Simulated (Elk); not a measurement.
**ScAl3: optical spectrum from first principles**

Aim: the dielectric function of ScAl3, and the optical constants that follow from it.

Main program and level: Elk 11.2.3 (patched build); DFT, LDA, all-electron APW+lo, Dirac cores, scalar-relativistic bands, independent-particle optical response without local fields.

## 1. The system as given

The structure is cubic, space group Pm-3m (No. 221). The conventional cell has a = 4.088 Å, b = 4.088 Å, c = 4.088 Å, α = 90.00°, β = 90.00°, γ = 90.00°. Nearest to Sc lie 12 Al at 2.89 Å. Nearest to Al lie 8 Al at 2.89 Å and 4 Sc at 2.89 Å. Farther neighbours, and contacts between anions beyond the nearest, are not listed.

## 2. Ground state

The self-consistent density comes first; it also tells whether there is a gap, which decides the occupations and the need for a Drude term.

This step: DFT, LDA, all-electron APW+lo, Dirac cores, scalar-relativistic bands, ground state (Elk 11.2.3 (patched build)).

Input file elk.in:

```
tasks
  0
  120

xctype
  3

nempty
  10

lorbcnd
  .true.

rgkmax
  7.0

swidth
  0.0018375

maxscl
  100

epsengy
  1e-05

sppath
  './'

avec
  7.7248348677 0.0000000000 0.0000000000
  0.0000000000 7.7248348677 0.0000000000
  0.0000000000 0.0000000000 7.7248348677

atoms
  2
  'Sc.in'
  1
  0.0000000000 0.0000000000 0.0000000000   0.000 0.000 0.000
  'Al.in'
  3
  0.5000000000 0.5000000000 0.0000000000   0.000 0.000 0.000
  0.0000000000 0.5000000000 0.5000000000   0.000 0.000 0.000
  0.5000000000 0.0000000000 0.5000000000   0.000 0.000 0.000

ngridk
  6 6 6
```

The run is started by

```
OMP_NUM_THREADS=2 elk
```

Log:

```text
┌─────────────────────────┐
│ Elk code version 11.2.3 │
└─────────────────────────┘

All units are atomic (Hartree, Bohr, etc.)

┌─────────────────────────────────────────────────┐
│ Ground-state run starting from atomic densities │
└─────────────────────────────────────────────────┘

Lattice vectors :
   7.724834868       0.000000000       0.000000000
   0.000000000       7.724834868       0.000000000
   0.000000000       0.000000000       7.724834868

Reciprocal lattice vectors :
  0.8133747083       0.000000000       0.000000000
   0.000000000      0.8133747083       0.000000000
   0.000000000       0.000000000      0.8133747083

Unit cell volume      :    460.9646406
Brillouin zone volume :   0.5381111512

Muffin-tin inner radius fraction :   0.1000000000E-01

Nuclei treated as point charges

Species : 1 (Sc)
 parameters loaded from : Sc.in
 name : scandium
 nuclear charge    :   -21.00000000
 electronic charge :    21.00000000
 atomic mass :    81949.61073
 muffin-tin radius :    2.400000000
 number of radial points in muffin-tin :    497
 inner part over the whole radius :   0.9745053643E-02
 number on inner part of muffin-tin    :    349
 approximate nuclear radius :   0.6711386133E-04
 number of mesh points to nuclear radius :    162
 atomic positions (lattice), magnetic fields (Cartesian) :
  1 :   0.00000000  0.00000000  0.00000000    0.00000000  0.00000000  0.00000000

Species : 2 (Al)
 parameters loaded from : Al.in
 name : aluminium
 nuclear charge    :   -13.00000000
 electronic charge :    13.00000000
 atomic mass :    49184.33496
 muffin-tin radius :    2.200000000
 number of radial points in muffin-tin :    397
 inner part over the whole radius :   0.9634586160E-02
 number on inner part of muffin-tin    :    276
 approximate nuclear radius :   0.5839653600E-04
 number of mesh points to nuclear radius :    122
 atomic positions (lattice), magnetic fields (Cartesian) :
  1 :   0.50000000  0.50000000  0.00000000    0.00000000  0.00000000  0.00000000
  2 :   0.00000000  0.50000000  0.50000000    0.00000000  0.00000000  0.00000000
  3 :   0.50000000  0.00000000  0.50000000    0.00000000  0.00000000  0.00000000

Total number of atoms per unit cell :    4
Total muffin-tin volume :    191.7125501
 ratio of muffin-tin to unit cell volume :   0.4158942643

Spin treatment :
 spin-unpolarised

Number of Bravais lattice symmetries :   48
Number of crystal symmetries         :   48
Crystal has inversion symmetry
Real symmetric eigensolver will be used

k-point grid :      6     6     6
k-point offset :    0.000000000       0.000000000       0.000000000
k-point set is reduced with full crystal symmetry group
Total number of k-points :       20

Muffin-tin radius times maximum |G+k| :    7.000000000
 using average radius
Maximum |G+k| for APW functions       :    3.111111111
Maximum (1/2)|G+k|²                   :    4.839506173
Maximum |G| for potential and density :    12.00000000
Constant for pseudocharge density :    7
 order of it for each species :   14  14
 order of it for pair densities of each species (exact exchange by exxq0 0: 14) :   11   9
Radial integration step length :    1

G-vector grid sizes :     30    30    30
Number of G-vectors :    13397

Maximum angular momentum used for
 APW functions            :    8
 outer part of muffin-tin :    6
 inner part of muffin-tin :    2

Total nuclear charge    :   -60.00000000
Total core charge       :    22.00000000
Total valence charge    :    38.00000000
Total excess charge     :    0.000000000
Total electronic charge :    60.00000000

Effective Wigner radius, rₛ :    1.224078447

Number of empty states         :     40
Total number of valence states :     60
Total number of core states    :     22

Conduction state local-orbitals added automatically
Third-order local-orbitals added for an l without core states : F
Total number of local-orbitals :    230

Exchange-correlation functional :      3     0     0
 Perdew-Wang/Ceperley-Alder, Phys. Rev. B 45, 13244 (1992)
 gradient requirement :    0
 local density approximation (LDA)

Smearing type :    3
 Fermi-Dirac
Smearing width :   0.1837500000E-02
Effective electronic temperature (K) :    580.2366081

Mixing type :    3
 Broyden mixing, J. Phys. A: Math. Gen. 17, L317 (1984)

Kohn-Sham potential initialised from atomic data

┌──────────────────────────────┐
│ Self-consistent loop started │
└──────────────────────────────┘

┌─────────────────┐
│ Loop number : 1 │
└─────────────────┘

Energies :
 Fermi                       :     0.213936
 sum of occupied eigenvalues :     -833.38298070455
 electron kinetic            :      1493.7667828183
 core electron kinetic       :      1251.0117507069
 Coulomb                     :     -2892.0405711586
 Coulomb potential           :     -2206.0403688842
 nuclear-nuclear             :     -274.09033265583
 electron-nuclear            :     -3036.9513157924
 Hartree                     :      419.00107728968
 Madelung                    :     -1789.0203867165
 xc potential                :     -121.10939463859
 exchange                    :     -85.794199
 correlation                 :     -4.670420
 electron entropic           :    -0.742237E-03
 total energy                :     -1488.7391495665

Density of states at Fermi energy :    68.51372142
 (states/Hartree/unit cell)

Estimated indirect band gap :   0.3139778419E-02
 from k-point 5 to k-point 15
Estimated direct band gap   :   0.1651463095E-01
 at k-point 5

Charges :
 core                        :    22.00000000
 valence                     :    38.00000000
 interstitial                :    6.941138356
 muffin-tins (core leakage)
  species : 1 (Sc)
   atom 1                    :    19.40940772     ( -0.3512487245E-05)
  species : 2 (Al)
   atom 1                    :    11.21648464     (  0.5262760980E-03)
   atom 2                    :    11.21648464     (  0.5262760980E-03)
   atom 3                    :    11.21648464     (  0.5262760980E-03)
 total in muffin-tins        :    53.05886164
 total calculated charge     :    59.99837580
 total charge                :    60.00000000
 error                       :   0.1624197529E-02

┌─────────────────┐
│ Loop number : 2 │
└─────────────────┘

Energies :
 Fermi                       :     0.214487
 sum of occupied eigenvalues :     -833.36580726155
 electron kinetic            :      1493.7189733112
 core electron kinetic       :      1251.0008705801
 Coulomb                     :     -2892.0462299721
 Coulomb potential           :     -2206.0595043971
 nuclear-nuclear             :     -274.09033265583
 electron-nuclear            :     -3036.9427652964
 Hartree                     :      418.98686798010
 Madelung                    :     -1789.0164777735
 xc potential                :     -121.02527617563
 exchange                    :     -85.793998
 correlation                 :     -4.670395
 electron entropic           :    -0.739943E-03
 total energy                :     -1488.7923891012

Density of states at Fermi energy :    68.37015269
 (states/Hartree/unit cell)

Estimated indirect band gap :   0.3046767319E-02
 from k-point 5 to k-point 15
Estimated direct band gap   :   0.1653473357E-01
 at k-point 5

Charges :
 core                        :    22.00000000
 valence                     :    38.00000000
 interstitial                :    6.942025949
 muffin-tins (core leakage)
  species : 1 (Sc)
   atom 1                    :    19.40574938     ( -0.3512488075E-05)
  species : 2 (Al)
   atom 1                    :    11.21740823     (  0.5259457757E-03)
   atom 2                    :    11.21740823     (  0.5259457757E-03)
   atom 3                    :    11.21740823     (  0.5259457757E-03)
 total in muffin-tins        :    53.05797405
 total calculated charge     :    59.99837676
 total charge                :    60.00000000
 error                       :   0.1623237203E-02

RMS change in Kohn-Sham potential (target) :   0.3241560897E-01 (  0.1000000000E-05)
Absolute change in total energy (target)   :   0.5323953466E-01 (  0.1000000000E-04)

[... 13 loops left out ...]

┌──────────────────┐
│ Loop number : 16 │
└──────────────────┘

Energies :
 Fermi                       :     0.271922
 sum of occupied eigenvalues :     -831.25169070843
 electron kinetic            :      1494.9342449435
 core electron kinetic       :      1251.2115901443
 Coulomb                     :     -2892.7654493641
 Coulomb potential           :     -2206.5645484437
 nuclear-nuclear             :     -274.09033265583
 electron-nuclear            :     -3037.8618540058
 Hartree                     :      419.18673729750
 Madelung                    :     -1789.4831751423
 xc potential                :     -119.62138720827
 exchange                    :     -85.838058
 correlation                 :     -4.671296
 electron entropic           :    -0.624155E-03
 total energy                :     -1488.3411830706

Density of states at Fermi energy :    59.30108137
 (states/Hartree/unit cell)

Estimated indirect band gap :   0.8536975614E-03
 from k-point 15 to k-point 5
Estimated direct band gap   :   0.2517043555E-01
 at k-point 8

Charges :
 core                        :    22.00000000
 valence                     :    38.00000000
 interstitial                :    6.923810216
 muffin-tins (core leakage)
  species : 1 (Sc)
   atom 1                    :    19.32086832     ( -0.3512558601E-05)
  species : 2 (Al)
   atom 1                    :    11.25177382     (  0.4995500526E-03)
   atom 2                    :    11.25177382     (  0.4995500526E-03)
   atom 3                    :    11.25177382     (  0.4995500526E-03)
 total in muffin-tins        :    53.07618978
 total calculated charge     :    59.99845514
 total charge                :    60.00000000
 error                       :   0.1544859314E-02

RMS change in Kohn-Sham potential (target) :   0.1807587998E-07 (  0.1000000000E-05)
Absolute change in total energy (target)   :   0.7168636103E-05 (  0.1000000000E-04)

Convergence targets achieved

┌──────────────────┐
│ Loop number : 17 │
└──────────────────┘

Energies :
 Fermi                       :     0.271922
 sum of occupied eigenvalues :     -831.25169185026
 electron kinetic            :      1494.9342440868
 core electron kinetic       :      1251.2115898933
 Coulomb                     :     -2892.7654492609
 Coulomb potential           :     -2206.5645484341
 nuclear-nuclear             :     -274.09033265583
 electron-nuclear            :     -3037.8618538169
 Hartree                     :      419.18673721179
 Madelung                    :     -1789.4831750439
 xc potential                :     -119.62138750289
 exchange                    :     -85.838058
 correlation                 :     -4.671296
 electron entropic           :    -0.624155E-03
 total energy                :     -1488.3411838137

Density of states at Fermi energy :    59.30108231
 (states/Hartree/unit cell)

Estimated indirect band gap :   0.8536970438E-03
 from k-point 15 to k-point 5
Estimated direct band gap   :   0.2517043634E-01
 at k-point 8

Charges :
 core                        :    22.00000000
 valence                     :    38.00000000
 interstitial                :    6.923810236
 muffin-tins (core leakage)
  species : 1 (Sc)
   atom 1                    :    19.32086833     ( -0.3512558107E-05)
  species : 2 (Al)
   atom 1                    :    11.25177381     (  0.4995500614E-03)
   atom 2                    :    11.25177381     (  0.4995500614E-03)
   atom 3                    :    11.25177381     (  0.4995500614E-03)
 total in muffin-tins        :    53.07618976
 total calculated charge     :    59.99845514
 total charge                :    60.00000000
 error                       :   0.1544859342E-02

┌──────────────────────────────┐
│ Self-consistent loop stopped │
└──────────────────────────────┘

Warning : core states of species 2 leak from the muffin-tin :   0.4995500614E-03

Wrote STATE.OUT
```

Run time: 14 s. Hardware: 2 threads of Arm Neoverse V2, shared host; peak memory 0.08 GiB.

This step gave:

```
total energy           : -1488 Ha
Fermi energy           : 7.399 eV
DOS at the Fermi level : 2.179 states/eV/cell
```

There are states at the Fermi level within the smearing, so the occupations stay smeared and the carriers get a Drude term.

## 3. Independent particles

With the density converged, the vertical transitions are summed over the zone.

This step: DFT, LDA, all-electron APW+lo, Dirac cores, scalar-relativistic bands, independent-particle optical response without local fields (Elk 11.2.3 (patched build)).

Changes to elk.in since step 2:

```diff
@@ -1,4 +1,9 @@
 tasks
-  0
-  120
+  121
+
+optcomp
+  1 1
+
+intraband
+  .true.
 
@@ -17,9 +22,7 @@
 swidth
-  0.0018375
+  0.0055124
 
-maxscl
-  100
-
-epsengy
-  1e-05
+wplot
+  400 100 0
+  0.0 0.91873
```

The run is started by

```
OMP_NUM_THREADS=2 elk
```

Log:

```text
┌─────────────────────────────────┐
│ Elk code version 11.2.3 started │
└─────────────────────────────────┘

┌────────────────────┐
│ Current task : 121 │
└────────────────────┘

Info(dielectric):
 dielectric tensor written to EPSILON_ij.OUT
 optical conductivity written to SIGMA_ij.OUT
 plasma frequency written to PLASMA_ij.OUT
 for components
  i = 1, j = 1

┌──────────────────┐
│ Elk code stopped │
└──────────────────┘
```

The job ended after 1.2 s (2 threads; peak memory 0.03 GiB; 2.5 s of CPU time).

Numbers from this step:

| Property | Result |
| --- | --- |
| centre of weight of the strongest loss peak in the window | 15.20 eV |
| Drude plasma energy, first axis | 6.024 eV |

The Im ε, E ∥ x has structure finer than the step of the table below, so its rows give means over 0.5 eV. Peaks (eV: height): 1.75: 60.6.

Sum at mesh points, not converged in k. Im ε, E ∥ x against photon energy; means over each step:

| photon energy (eV) | Im ε, E ∥ x |
| --- | --- |
| 1.0 | 13.9 |
| 1.5 | 37.2 |
| 2.0 | 37.0 |
| 2.5 | 24.2 |
| 3.0 | 19.8 |
| 3.5 | 12.1 |
| 4.0 | 14.6 |
| 4.5 | 13.2 |
| 5.0 | 9.79 |
| 5.5 | 6.36 |
| 6.0 | 4.63 |
| 6.5 | 3.31 |
| 7.0 | 2.42 |
| 7.5 | 1.68 |
| 8.0 | 1.14 |
| 8.5 | 0.751 |
| 9.0 | 0.603 |
| 9.5 | 0.487 |
| 10.0 | 0.401 |
| 10.5 | 0.311 |
| 11.0 | 0.242 |
| 11.5 | 0.253 |
| 12.0 | 0.194 |
| 12.5 | 0.186 |
| 13.0 | 0.138 |
| 13.5 | 0.128 |
| 14.0 | 0.109 |
| 14.5 | 0.0884 |
| 15.0 | 0.0724 |
| 15.5 | 0.0715 |
| 16.0 | 0.0673 |
| 16.5 | 0.0714 |
| 17.0 | 0.0823 |
| 17.5 | 0.0774 |
| 18.0 | 0.0705 |
| 18.5 | 0.0669 |
| 19.0 | 0.0619 |
| 19.5 | 0.0390 |
| 20.0 | 0.0475 |
| 20.5 | 0.0413 |
| 21.0 | 0.0385 |
| 21.5 | 0.0405 |
| 22.0 | 0.0376 |
| 22.5 | 0.0436 |
| 23.0 | 0.0476 |
| 23.5 | 0.0413 |
| 24.0 | 0.0379 |
| 24.5 | 0.0420 |

Values under 1 per cm are given as 1; sum at mesh points, not converged in k. The absorption coefficient, E ∥ x by photon energy:

| photon energy (eV) | absorption coefficient, E ∥ x (1/cm) |
| --- | --- |
| 1 | 3.1e5 |
| 2 | 1.0e6 |
| 3 | 1.2e6 |
| 4 | 1.3e6 |
| 5 | 1.7e6 |
| 6 | 1.7e6 |
| 7 | 1.7e6 |
| 8 | 1.6e6 |
| 9 | 1.5e6 |
| 10 | 1.3e6 |
| 11 | 1.2e6 |
| 12 | 1.1e6 |
| 13 | 9.2e5 |
| 14 | 7.1e5 |
| 15 | 3.8e5 |
| 16 | 1.4e5 |
| 17 | 1.4e5 |
| 18 | 1.1e5 |
| 19 | 93133 |
| 20 | 67778 |
| 21 | 52338 |
| 22 | 51433 |
| 23 | 63723 |
| 24 | 49860 |

Sum at mesh points, not converged in k. The loss function −Im 1/ε at q → 0, E ∥ x by energy loss; read off at these points:

| energy loss (eV) | loss function −Im 1/ε at q → 0, E ∥ x |
| --- | --- |
| 0.50 | 0.00420 |
| 1.00 | 0.0696 |
| 1.50 | 0.0165 |
| 2.00 | 0.0254 |
| 2.50 | 0.0388 |
| 3.00 | 0.0402 |
| 3.50 | 0.0712 |
| 4.00 | 0.0555 |
| 4.50 | 0.0583 |
| 5.00 | 0.0591 |
| 5.50 | 0.0586 |
| 6.00 | 0.0671 |
| 6.50 | 0.0653 |
| 7.00 | 0.0760 |
| 7.50 | 0.0824 |
| 8.00 | 0.0694 |
| 8.50 | 0.0757 |
| 9.00 | 0.0876 |
| 9.50 | 0.114 |
| 10.00 | 0.130 |
| 10.50 | 0.140 |
| 11.00 | 0.174 |
| 11.50 | 0.297 |
| 12.00 | 0.308 |
| 12.50 | 0.490 |
| 13.00 | 0.520 |
| 13.50 | 0.963 |
| 14.00 | 1.54 |
| 14.50 | 3.42 |
| 15.00 | 10.6 |
| 15.19 | 15.2 |
| 15.50 | 7.97 |
| 16.00 | 2.98 |
| 16.50 | 1.62 |
| 17.00 | 1.08 |
| 17.50 | 0.786 |
| 18.00 | 0.577 |
| 18.50 | 0.421 |
| 19.00 | 0.348 |
| 19.50 | 0.160 |
| 20.00 | 0.177 |
| 20.50 | 0.129 |
| 21.00 | 0.108 |
| 21.50 | 0.103 |
| 22.00 | 0.0856 |
| 22.50 | 0.0809 |
| 23.00 | 0.0895 |
| 23.50 | 0.0732 |
| 24.00 | 0.0588 |
| 24.50 | 0.0660 |

The reflectivity at normal incidence, E ∥ x has structure finer than the step of the table below, so its rows give means over 1 eV. Peaks (eV: height): 1.9: 71.5, 10.8: 82.5.

Sum at mesh points, not converged in k. Table of reflectivity at normal incidence, E ∥ x by photon energy; means over each step:

| photon energy (eV) | reflectivity at normal incidence, E ∥ x (%) |
| --- | --- |
| 1 | 65.4 |
| 2 | 65.3 |
| 3 | 62.8 |
| 4 | 55.2 |
| 5 | 65.4 |
| 6 | 70.1 |
| 7 | 74.5 |
| 8 | 79.1 |
| 9 | 80.7 |
| 10 | 80.4 |
| 11 | 80.4 |
| 12 | 77.1 |
| 13 | 75.4 |
| 14 | 70.3 |
| 15 | 54.0 |
| 16 | 22.0 |
| 17 | 10.8 |
| 18 | 6.75 |
| 19 | 4.45 |
| 20 | 2.69 |
| 21 | 1.72 |
| 22 | 1.07 |
| 23 | 0.666 |
| 24 | 0.369 |

Optical constants at common wavelengths, from n + ik = √ε:

| wavelength (nm) | n | k | R (%) | 1/α |
| --- | --- | --- | --- | --- |
| 1550 | 1.59 | 5.805 | 84.2 | 21 nm |
| 800 | 6.28 | 3.357 | 60.9 | 19 nm |
| 633 | 3.50 | 5.253 | 70.7 | 9.6 nm |
| 532 | 3.26 | 3.911 | 61.0 | 11 nm |
| 450 | 3.13 | 3.915 | 61.3 | 9.1 nm |
| 405 | 2.33 | 3.949 | 65.1 | 8.2 nm |
| 248 | 1.56 | 3.271 | 63.9 | 6.0 nm |

A polished face would reflect 63 % of daylight and look light grey (CIE x = 0.323, y = 0.329 under D65).

## 4. Summary of results

```json
{"Drude plasma energy, first axis": "6.02 eV", "centre of weight of the strongest loss peak in the window, first axis": "15.2 eV"}
```

At this level (LDA, independent particles) ScAl3 is a metal with a Drude plasma energy of 6.0 eV. The mesh is too coarse to trust the carriers' weight, the reflectivity or the colour to better than tens of per cent. Along x the bare Drude plasma energy is 6.0 eV; Re ε first rises through zero at 1.05 eV, far lower, because interband transitions screen the carriers. Im ε is 12 there, so the loss peak at that energy is weak. A polished face would reflect 63 % of daylight and look light grey (CIE x = 0.323, y = 0.329 under D65). The carriers' damping of 0.15 eV is typed, not computed; at 0.8 eV the carriers give 56 % of Im ε, the rest is interband. The sum runs over mesh points 0.26 Å⁻¹ apart with no interpolation, so peaks are partly noise of the mesh, and the Drude plasma energy, a sum over the Fermi surface, isn't converged. Not shown from this task: 3 runs with a known fault of program or setting.

[Long decimals in the printed logs are rounded to 6 places.]

[Machine, clock and banner lines and Python warnings are left out of the logs.]

[Logs are printed without paths, hosts, clocks, repeated set-up lines and the standing remarks that a program may print on its own settings, such as how far it seeks lower states.]

[Hosts, paths, dates, database ids (printed as entryN), source tags and the programs' standing remarks are cut or masked in the printed files.]

[Where Elk ran, warnings of its patched build on accuracy (core leakage, angular cutoffs, spin-orbit splittings, empty states, lower magnetic states) are left out.]

[Where the starting crystal was built by hand or by swapping elements, it need not be the compound's stable phase.]

[The count of steps not shown may lack steps that the program refused or didn't finish.]
